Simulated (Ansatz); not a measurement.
# KBr (Fm-3m): a volume series of phonon spectra

Aim: how the vibrations of KBr shift with volume, and the expansion that follows.

Experimental results on record:
- volume expansion coefficient 116.1 1e-6/K and heat capacity C_P per formula unit 52.3 J/mol/K near room temperature (given in “High-Throughput Prediction of Finite-Temperature Properties using the Quasi-Harmonic Approximation”, 2016, arXiv:1603.06924)
- volume expansion coefficient 117.6 1e-6/K near room temperature (given in “Descriptors for thermal expansion in solids”, 2017, arXiv:1701.03966)

Calculated with Ansatz 0.2.0; DFT LDA, scalar-relativistic, plane waves, PAW.

## Step 1: Starting point

Symmetry: Fm-3m, No. 225, cubic system. The conventional cell has a = 6.600 Å, b = 6.600 Å, c = 6.600 Å, α = 90.00°, β = 90.00°, γ = 90.00°. Nearest to K lie 6 Br at 3.30 Å. Nearest to Br lie 6 K at 3.30 Å. Farther neighbours and most contacts between anions are not listed.

## Step 2: A first coarse run

A cheap single point shows whether the cell is a metal or an insulator and how far it is from rest; that sets the k-mesh and the occupations of what follows.

File input.yaml:

```yaml
crystal:
  lattice:
    - [0.0, 3.3, 3.3]
    - [3.3, 0.0, 3.3]
    - [3.3, 3.3, 0.0]
  atoms:
    - { symbol: K, position: [0.0, 0.0, 0.0] }
    - { symbol: Br, position: [0.5, 0.5, 0.5] }
kpoints:
  mp_grid: { grid: [6, 6, 6] }
hamiltonian:
  xc: lda
scf:
  occupations: { method: gaussian, width: 0.1 }
output:
  forces: true
  stress: true
  eigenvalues: true
```

The run is started by

```
ansatz run input.yaml --threads 4 --pin off --max-ram 8192MiB --backend cpu --events-out ev --progress --plain --runs-dir out
```

Numbers of over 12 decimals in the logs are rounded to 6 here.

The program printed:

```text
Engine: ansatz 0.2.0, x86_64-unknown-linux-gnu
Pseudopotentials: kind: paw
Pseudopotential: K, paw, valence charge 9, recommended cutoff 420 eV (normal), K.paw.azcp
Pseudopotential: Br, paw, valence charge 7, recommended cutoff 420 eV (normal), Br.paw.azcp
Functional definition: SPW92
  exchange = slater_x
  correlation = pw_c
Crystal: 2 atoms, lattice volume = 71.874 Å³
Basis set: ecut = 420 eV, 1411 PW (Γ)
Bands: 12, of which v1, the nominal top of the filled ones, is band 8 counted from 1 (7 counted from 0)
Symmetry: 48 space group operations
Space group: Fm-3m (ITA 225), of the structure as read, at distance tolerance 4.2e-5 Å
k-points: 16 of 216
Non-local potential: K, projectors of the file, l = 0: 3, l = 1: 2, l = 2: 2
Non-local potential: Br, projectors of the file, l = 0: 2, l = 1: 2, l = 2: 2
PAW form: soft (Blöchl's): semilocal exchange-correlation on the pseudo side does not see the compensation charge
PAW frozen core: K, regenerated for the run's functional, and the local potential with it (the file was generated under x = pbe(κ = 0.804, μ = 0.219515), c = pbe(β = 0.066725))
PAW frozen core: Br, regenerated for the run's functional, and the local potential with it (the file was generated under x = pbe(κ = 0.804, μ = 0.219515), c = pbe(β = 0.066725))
PAW one-centre angular grid: K, 110 points (default); XC on 64 Gauss nodes
PAW one-centre angular grid: Br, 110 points (default); XC on 64 Gauss nodes
Initial density: superposition of atomic densities (neutral atoms: chi_scale 0, normalization atom), corrected by the library's trained network
Initial wavefunctions: pseudopotential atomic-orbital guess
Functional: x = slater, c = lda
SCF iter   1: F=—  HF=-4193.600113 eV  |F-HF|=—  |Δ(HF+E_count)|=         —  Δρ=4.66e-3  dr2=9.52e-3  ethr=1.77e-3  ⟨swp⟩=6.1  Hψ=1232  notcnv=0
preconditioner: auto → none  [insulator: Δε(μ)=3.992 eV  Ē_g=14.429 eV  σ=0.100 eV  W_gap=1.00  n_scr=14 (ndim 8)  ℏωp=16.4 eV  f_vac=0.056  D(μ)=0.00/eV (n_scr^D=0)  ε∞_Penn≈2.3]
SCF iter   2: F=—  HF=-4193.597279 eV  |F-HF|=—  |Δ(HF+E_count)|=   2.83e-3  Δρ=2.27e-3  dr2=1.78e-3  ethr=5.95e-5  ⟨swp⟩=1.9  Hψ=379  notcnv=0
SCF iter   3: F=—  HF=-4193.596834 eV  |F-HF|=—  |Δ(HF+E_count)|=   4.45e-4  Δρ=1.62e-4  dr2=1.24e-5  ethr=1.11e-5  ⟨swp⟩=1.0  Hψ=192  notcnv=0
SCF iter   4: F=—  HF=-4193.596835 eV  |F-HF|=—  |Δ(HF+E_count)|=   9.54e-7  Δρ=2.99e-5  dr2=4.67e-7  ethr=7.77e-8  ⟨swp⟩=2.0  Hψ=320  notcnv=0
iter 5 did not close the SCF: its close was put off for the readings that it lacked (scf_convergence_deferred on its scf_iter line)
SCF iter   5: F=-4193.596834 eV  HF=-4193.596834 eV  |F-HF|=1.13e-8  |Δ(HF+E_count)|=   1.77e-7  Δρ=1.44e-5  dr2=3.96e-8  ethr=2.92e-9  ⟨swp⟩=2.0  Hψ=292  notcnv=0
SCF iter   6: F=-4193.596834 eV  HF=-4193.596834 eV  |F-HF|=6.26e-9  |Δ(HF+E_count)|=   2.68e-9  Δρ=3.21e-6  dr2=8.43e-9  ethr=2.48e-10  ⟨swp⟩=3.6  Hψ=857  notcnv=0
SCF 1 converged in 6 iterations: F = -4193.596834 eV  dr2 = 8.43e-9
  greatest PAW one-centre occupation: 0.985 electrons in one spin orbital (limit 2), on the K atom at site 0 (counted from 0), in its partial waves of l = 0
SCF converged after 6 iterations
Free energy (F): -4193.596834 eV
Harris-Foulkes:  -4193.596834 eV  (|F-HF|=6.26e-9)
Internal energy: -4193.596834 eV  (E = F + TS)
E sigma→0 (E₀):  -4193.596834 eV
Fermi energy:    2.803775 eV
--- Per-component energies (eV) ---
  E_band       = -136.998589
  E_kinetic    = 387.767639
  E_local      = -841.624504  (includes V_loc(G=0)·N_el)
  E_nonlocal   = 87.034363
  E_hartree    = 270.620785
  E_xc         = -394.594866
  E_vxc        = -268.879608  (∫ρ·V_xc dr)
  E_paw        = -2903.278413  (= ΣΔE_a)
  E_vpaw       = -42.539570  (= ΣTr[D̂ρ^β])
  E_aug_tail   = -0.000004  (compensation charges beyond the density's cutoff)
  E_ewald      = -799.985846
  E_core_change = 0.464011  (= ΣΔE_core)
  E_smearing   = -0.000000  (= −TS)
  E_closure    = -0.000000  (closes the sum)
  Σ components = -4193.596834   (vs F -4193.596834, Δ=0.00e0)
--- Forces (eV/Å), atoms counted from 1 ---
  atom   1  K     -0.00000000     0.00000000     0.00000000
  atom   2  Br     0.00000000     0.00000000    -0.00000000
  max |Σ_I F_I| component: 9.37e-31 eV/Å
--- Stress (GPa, compression-positive) ---
       -1.644176      -0.000000       0.000000
        0.000000      -1.644176      -0.000000
        0.000000      -0.000000      -1.644176
  P = ⅓ Tr σ = -1.6442 GPa (-16.442 kbar)
--- Band table (eV; the first three rows and the last of 16) ---
  k-point 0: bands = [... 4 lower, -10.3458, 0.7872, 0.7872, 0.7872, 4.8176, 8.1438, 8.1438, 8.1438]
  k-point 1: bands = [... 4 lower, -10.2866, 0.3909, 0.6935, 0.6935, 5.4988, 7.9821, 8.4701, 8.4701]
  k-point 2: bands = [... 4 lower, -10.1768, -0.2120, 0.5184, 0.5184, 6.6294, 8.2109, 9.3400, 9.3400]
  k-point 15: bands = [... 4 lower, -10.2924, 0.0441, 0.2848, 0.3161, 7.0919, 8.3912, 8.7809, 9.7667]
```

Wall time 0.39 s (4 threads of Intel Xeon Platinum 8375C at 2.90GHz (Ice Lake), shared host); peak memory 0.35 GiB.

This step gave:

| Quantity | Value |
| --- | --- |
| pressure | -1.644 GPa |
| gap on the k-mesh | 4.030 eV |
| volume per atom | 35.94 Å³ |

The start is under -1.6 GPa at this level and looks like an insulator or semiconductor on this mesh.

## Step 3: Finding the static equilibrium

The vibrations must be taken about the equilibrium of this functional, not about the starting cell, so the structure is relaxed.

input.yaml, the sections that differ from step 2:

```yaml
scf:
  occupations: { method: gaussian, width: 0.02 }
output:
  forces: true
  stress: true
  eigenvalues: true
  write_density: true
  write_potential: true
  elf: true
  volumetric_format: npy
relax:
  adjacent_minimum: "off"
  f_tol: 0.005
  max_steps: 80
  cell: { stress_tol: 0.05 }
# crystal, kpoints, hamiltonian: as in step 2
```

The program printed:

```text
[...]
Crystal: 2 atoms, lattice volume = 71.874 Å³
Basis set: ecut = 420 eV, 1411 PW (Γ)
Bands: 12, of which v1, the nominal top of the filled ones, is band 8 counted from 1 (7 counted from 0)
Symmetry: 48 space group operations
[...]
k-points: 16 of 216
[...]
SCF iter   1: F=—  HF=-4193.600107 eV  |F-HF|=—  |Δ(HF+E_count)|=         —  Δρ=4.66e-3  dr2=9.51e-3  ethr=1.77e-3  ⟨swp⟩=6.8  Hψ=1335  notcnv=0
[...]
SCF iter   6: F=-4193.596834 eV  HF=-4193.596834 eV  |F-HF|=6.53e-9  |Δ(HF+E_count)|=   2.77e-9  Δρ=3.18e-6  dr2=8.72e-9  ethr=2.44e-10  ⟨swp⟩=6.0  Hψ=1118  notcnv=0
SCF 1 converged in 6 iterations: F = -4193.596834 eV  dr2 = 8.72e-9
[...]
relax step   1: F+E_penalty+E_count = -4193.59683445 eV  Δ(F+E_penalty+E_count) = +0.000e0 eV  max|allowed force component| = 1.068e-29 eV/Å  Δτ_max = 0.0000 Å  P = -1.644 GPa  Ω = 71.874 Å³  (6 SCF iters, dr2 threshold 1.00e-7 eV, accepted)
Crystal: 2 atoms, lattice volume = 68.326 Å³
Basis set: ecut = 420 eV, 1363 PW (Γ)
[...]
iter 1 solved again at ethr=9.46e-6 eV; its pass at ethr=3.10e-3 eV (dr2=1.51e-3 eV) is discarded
[...]
SCF iter   5: F=-4193.626539 eV  HF=-4193.626539 eV  |F-HF|=6.74e-9  |Δ(HF+E_count)|=   2.39e-8  Δρ=6.11e-6  dr2=1.44e-8  ethr=1.25e-9  ⟨swp⟩=10.1  Hψ=1464  notcnv=0
SCF 2 converged in 5 iterations: F = -4193.626539 eV  dr2 = 1.44e-8
relax step   2: F+E_penalty+E_count = -4193.62653926 eV  Δ(F+E_penalty+E_count) = -2.970e-2 eV  max|allowed force component| = 3.599e-30 eV/Å  Δτ_max = 0.0000 Å  P = -0.972 GPa  Ω = 68.326 Å³  energy of the carried Pulay correction = +3.248e-4 eV  (5 SCF iters, dr2 threshold 2.00e-7 eV, accepted)
Crystal: 2 atoms, lattice volume = 63.781 Å³
Basis set: ecut = 420 eV, 1243 PW (Γ)
[...]
SCF iter   5: F=-4193.637892 eV  HF=-4193.637892 eV  |F-HF|=8.96e-9  |Δ(HF+E_count)|=   8.04e-8  Δρ=7.81e-6  dr2=2.01e-8  ethr=1.25e-9  ⟨swp⟩=10.6  Hψ=1483  notcnv=0
SCF 3 converged in 5 iterations: F = -4193.637892 eV  dr2 = 2.01e-8
relax step   3: F+E_penalty+E_count = -4193.63789235 eV  Δ(F+E_penalty+E_count) = -1.135e-2 eV  max|allowed force component| = 1.144e-29 eV/Å  Δτ_max = 0.0000 Å  P = +0.291 GPa  Ω = 63.781 Å³  energy of the carried Pulay correction = +7.657e-4 eV  (5 SCF iters, dr2 threshold 2.00e-7 eV, accepted)
[...]
relax step   4: F+E_penalty+E_count = -4193.63858129 eV  Δ(F+E_penalty+E_count) = -6.889e-4 eV  max|allowed force component| = 2.393e-29 eV/Å  Δτ_max = 0.0000 Å  P = -0.032 GPa  Ω = 64.775 Å³  energy of the carried Pulay correction = +6.668e-4 eV  (4 SCF iters, dr2 threshold 2.00e-7 eV, accepted)
[...]
SCF iter   5: F=-4193.637932 eV  HF=-4193.637932 eV  |F-HF|=1.55e-11  |Δ(HF+E_count)|=  2.73e-12  Δρ=1.48e-7  dr2=1.98e-11  ethr=1.00e-12  ⟨swp⟩=6.0  Hψ=873  notcnv=0
SCF 5 converged in 5 iterations: F = -4193.637932 eV  dr2 = 1.98e-11
relax step   5: F+E_penalty+E_count = -4193.63793232 eV  Δ(F+E_penalty+E_count) = +6.490e-4 eV  max|allowed force component| = 1.696e-29 eV/Å  Δτ_max = 0.0000 Å  P = -0.033 GPa  Ω = 64.775 Å³  stress off target by 3.34e-2 GPa  SCF on the basis re-selected at this cell (its energy is not comparable with the rows above)  (5 SCF iters)
basis re-selected at this cell: Δ(F+E_penalty+E_count) = +6.490e-4 eV, ΔP = -0.001 GPa vs the last step (what re-selecting the basis moved, of the pressure what is left beyond the Pulay correction that the steps carried, after the strain that the cell walked since its last selection, with what the two solves' SCF thresholds leave and, on support functions, any second-order correction that the steps lacked; it is no m [...]
SCF converged after 5 iterations
Free energy (F): -4193.637932 eV
[...]
Internal energy: -4193.637932 eV  (E = F + TS)
E sigma→0 (E₀):  -4193.637932 eV
Fermi energy:    3.700476 eV
[...]
--- Stress (GPa, compression-positive) ---
       -0.033355      -0.000000      -0.000000
       -0.000000      -0.033355      -0.000000
       -0.000000      -0.000000      -0.033355
  P = ⅓ Tr σ = -0.0334 GPa (-0.334 kbar)
--- Band table (eV; the first three rows and the last of 16) ---
  k-point 0: bands = [... 4 lower, -9.4063, 1.5424, 1.5424, 1.5424, 5.8585, 8.8947, 8.8947, 8.8947]
  k-point 1: bands = [... 4 lower, -9.3290, 1.0707, 1.4203, 1.4203, 6.6073, 8.7611, 9.2565, 9.2565]
  k-point 2: bands = [... 4 lower, -9.1847, 0.3593, 1.1956, 1.1956, 7.6836, 9.2220, 10.2247, 10.2247]
  k-point 15: bands = [... 4 lower, -9.3373, 0.6986, 0.9380, 1.0038, 7.8182, 9.5778, 9.7964, 10.9263]
--- Relaxed structure (4 steps of the walk, 4 accepted, 1 SCFs on fresh bases) ---
  F+E_penalty+E_count = -4193.63793232 eV   max|allowed force component| = 1.696e-29 eV/Å   (the final SCF, on the basis selected at the relaxed cell)
  cell:  # Å, volume = 64.7747 Å³
    - [0, 3.187561, 3.187561]
    - [3.187561, 0, 3.187561]
    - [3.187561, 3.187561, 0]
  atoms:
    - { symbol: K, position: [0, 0, 0] }
    - { symbol: Br, position: [0.500000, 0.500000, 0.500000] }
```

Wall time 1.9 s (4 threads); peak memory 0.38 GiB; 5.2 s of CPU time.

Relaxation path:

| step | energy less that of the first step (eV) | largest force component (eV/Å) | pressure (GPa) | volume (Å³) |
| --- | --- | --- | --- | --- |
| 1 | 0.0000 | 0.0000 | -1.64 | 71.87 |
| 2 | -0.0297 | 0.0000 | -0.97 | 68.33 |
| 3 | -0.0411 | 0.0000 | 0.29 | 63.78 |
| 4 | -0.0417 | 0.0000 | -0.03 | 64.77 |
| 5* | -0.0411 | 0.0000 | -0.03 | 64.77 |

Relaxation steps marked * repeat the geometry before them on a plane-wave basis chosen anew for their cell, so energy and pressure can jump there.

The run keeps the 48 symmetry operations that it works with, so distortions that break them were not tested.

| conventional cell, symmetrised | before | after | change |
| --- | --- | --- | --- |
| a (Å) | 6.600 | 6.375 | -3.4 % |
| b (Å) | 6.600 | 6.375 | -3.4 % |
| c (Å) | 6.600 | 6.375 | -3.4 % |
| volume (Å³/atom) | 35.94 | 32.39 | -9.9 % |

The relaxed structure:

```
K Br
1.0
     0.00000    3.18756    3.18756
     3.18756    0.00000    3.18756
     3.18756    3.18756    0.00000
K Br
1 1
Direct
  0.00000 0.00000 0.00000
  0.50000 0.50000 0.50000
```

This step gave:

```yaml
pressure: -0.03335 GPa
gap_on_the_k_mesh: 4.316 eV
volume_per_atom: 32.39 Å³
```

Electrostatic potential energy in the ac plane of the conventional cell at fractional y = 0.000, with atoms of K and Br within 0.2 Å of it. With pseudopotentials it is smooth inside the atoms' cores, unlike the true potential.

Ten even steps from '0' (-67 eV) to '9' (7 eV), each cell a mean:
```
247999830016999853
568999973258999975
889999998899999998
999999999999999999
999999999999999999
999999999999999999
579999987679999986
027999864357999951
005999852236999820
016999853247999830
258999975568999973
899999998889999998
999999999999999999
999999999999999999
999999999999999999
679999986579999987
357999951027999864
236999820005999852
```
Columns run along a (6.4 Å; values clipped at the 3rd and 97th percentile), rows up along c (6.4 Å), edges of the conventional cell, whose origin can differ from the input's. Atoms in or near the plane, at fractional coordinates: K at (0.00, 0.00), K at (0.50, 0.50), Br at (0.50, 0.00), Br at (0.00, 0.50).

Valence density in the ac plane of the conventional cell at fractional y = 0.000, with atoms of K and Br within 0.2 Å of it. It is the smooth field of the valence electrons, not physical close to the nuclei.

Values in e/Å³, 10 rows by 16 columns, each cell a mean:
```
3.3 2.0 0.5 0.1 0.1 0.4 0.9 0.9 0.8 1.0 0.6 0.2 0.1 0.2 1.2 2.9
0.5 0.3 0.1 0.0 0.1 0.1 0.3 0.5 0.6 0.4 0.2 0.1 0.0 0.1 0.2 0.4
0.2 0.1 0.1 0.0 0.0 0.0 0.1 0.1 0.1 0.1 0.0 0.0 0.0 0.0 0.1 0.1
0.8 0.6 0.3 0.1 0.0 0.1 0.3 0.8 1.0 0.5 0.2 0.0 0.1 0.2 0.5 0.7
0.6 1.1 0.7 0.2 0.1 0.3 1.6 3.5 3.9 2.5 0.6 0.1 0.1 0.4 1.0 0.8
0.8 1.0 0.6 0.2 0.1 0.2 1.2 2.9 3.3 2.0 0.5 0.1 0.1 0.4 0.9 0.9
0.6 0.4 0.2 0.1 0.0 0.1 0.2 0.4 0.5 0.3 0.1 0.0 0.1 0.1 0.3 0.5
0.1 0.1 0.0 0.0 0.0 0.0 0.1 0.1 0.2 0.1 0.1 0.0 0.0 0.0 0.1 0.1
1.0 0.5 0.2 0.0 0.1 0.2 0.5 0.7 0.8 0.6 0.3 0.1 0.0 0.1 0.3 0.8
3.9 2.5 0.6 0.1 0.1 0.4 1.0 0.8 0.6 1.1 0.7 0.2 0.1 0.3 1.6 3.5
```
Columns run along a (6.4 Å), rows up along c (6.4 Å), edges of the conventional cell, whose origin can differ from the input's. Atoms in or near the plane, at fractional coordinates: K at (0.00, 0.00), K at (0.50, 0.50), Br at (0.50, 0.00), Br at (0.00, 0.50).

ELF in the ac plane of the conventional cell at fractional y = 0.000, with atoms of K and Br within 0.2 Å of it. It is the smooth field of the valence electrons, not physical close to the nuclei.

Ten even steps from '_' (0.02) to '@' (0.86), each cell a mean:
```
%%@@@@--..**@@%%::__++@@%%--..**@@@@
@@@@##....**@@@@%%##@@@@%%--__==%%@@
##++::____==%%@@@@@@@@%%**::__..==**
..________..==********++--________..
----::..______........________::----
@@%%##==..____..----::______--**%%%%
@@@@@@##::__::##@@@@%%++____++%%@@@@
==##@@%%--__++@@@@@@@@%%::..**@@@@++
__==@@@@--..##@@%%##@@@@--..**@@##__
__++@@%%--..**@@@@%%@@@@--..**@@%%::
##@@@@%%--__==%%@@@@@@##....**@@@@%%
@@@@%%**::__..==**##++::____==%%@@@@
****++--________....________..==****
....________::--------::..______....
--::______--**%%%%@@%%##==..____..--
@@%%++____++%%@@@@@@@@@@##::__::##@@
@@@@%%::..**@@@@++==##@@%%--__++@@@@
##@@@@--..**@@##____==@@@@--..##@@%%
```
Columns run along a (6.4 Å), rows up along c (6.4 Å), edges of the conventional cell, whose origin can differ from the input's. Atoms in or near the plane, at fractional coordinates: K at (0.00, 0.00), K at (0.50, 0.50), Br at (0.50, 0.00), Br at (0.00, 0.50).

The relaxation ends with a pressure of -0.03 GPa.

(Part 1 of 5 ends here.)

[Logs are printed without paths, hosts, clocks, repeated set-up lines and the standing remarks that a program may print on its own settings, such as how far it seeks lower states.]

[Hosts, paths, dates, database ids (printed as entryN), source tags and the programs' standing remarks are cut or masked in the printed files.]

[A step with changed settings may run another functional than the one named; its input shows which.]

[Of the runs on displaced cells, only some may be shown.]
